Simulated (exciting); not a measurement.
Two BSE runs for the Se K edge of SnSe, space group Fm-3m. Run A: exciting, all-electron LAPW+lo, LDA, exchange and screened direct term (singlet BSE), 5×5×5 shifted k points, 21 conduction bands, |G+q| up to 3 bohr⁻¹, full RPA screening with nempty = 44, Lorentzian half width 1.17 eV. Run B differs in one setting: k mesh, kernel cutoff, basis, band set, screening or width.

Energy from the Kohn–Sham onset, core level to the lowest empty state found on the meshes used; one zero for both, scaled to A's maximum:

```
E (eV)     A     B
  -9.0  0.02  0.06
  -8.5  0.02  0.06
  -8.0  0.02  0.06
  -7.5  0.03  0.07
  -7.0  0.03  0.08
  -6.5  0.03  0.08
  -6.0  0.03  0.09
  -5.5  0.04  0.10
  -5.0  0.04  0.11
  -4.5  0.05  0.12
  -4.0  0.06  0.14
  -3.5  0.07  0.15
  -3.0  0.08  0.17
  -2.5  0.10  0.20
  -2.0  0.12  0.22
  -1.5  0.16  0.25
  -1.0  0.21  0.29
  -0.5  0.28  0.33
   0.0  0.40  0.37
   0.5  0.55  0.41
   1.0  0.72  0.45
   1.5  0.87  0.48
   2.0  0.97  0.50
   2.5  1.00  0.51
   3.0  0.95  0.51
   3.5  0.84  0.49
   4.0  0.70  0.47
   4.5  0.57  0.45
   5.0  0.45  0.42
   5.5  0.36  0.39
   6.0  0.29  0.36
   6.5  0.24  0.34
   7.0  0.22  0.33
   7.5  0.21  0.31
   8.0  0.22  0.30
   8.5  0.23  0.30
   9.0  0.24  0.30
   9.5  0.27  0.30
  10.0  0.29  0.30
  10.5  0.32  0.30
  11.0  0.34  0.31
  11.5  0.36  0.31
  12.0  0.37  0.32
  12.5  0.37  0.32
  13.0  0.38  0.32
  13.5  0.38  0.32
  14.0  0.37  0.32
  14.5  0.36  0.32
  15.0  0.35  0.31
  15.5  0.34  0.31
  16.0  0.33  0.31
  16.5  0.33  0.31
  17.0  0.35  0.31
  17.5  0.37  0.31
  18.0  0.38  0.30
  18.5  0.39  0.30
  19.0  0.39  0.30
```

Which is the likeliest?

The half width (eV) from 1.17 to 3.51. Against run A the r.m.s. difference is 37 %. The highest maximum lies at 2.7 eV (0.51), against 2.5 eV (1.00). Only the width of each line changes; the area stays. A table step wider than the lines misses their tops. Other settings could leave a like mark; this is the change that was made.

[Banner, clock and machine lines of the logs are left out without a mark of their own.]

[Logs are printed without paths, hosts, clocks, repeated set-up lines and the standing remarks that a program may print on its own settings, such as how far it seeks lower states.]

[Hosts, paths, dates, database ids (printed as entryN), source tags and the programs' standing remarks are cut or masked in the printed files.]
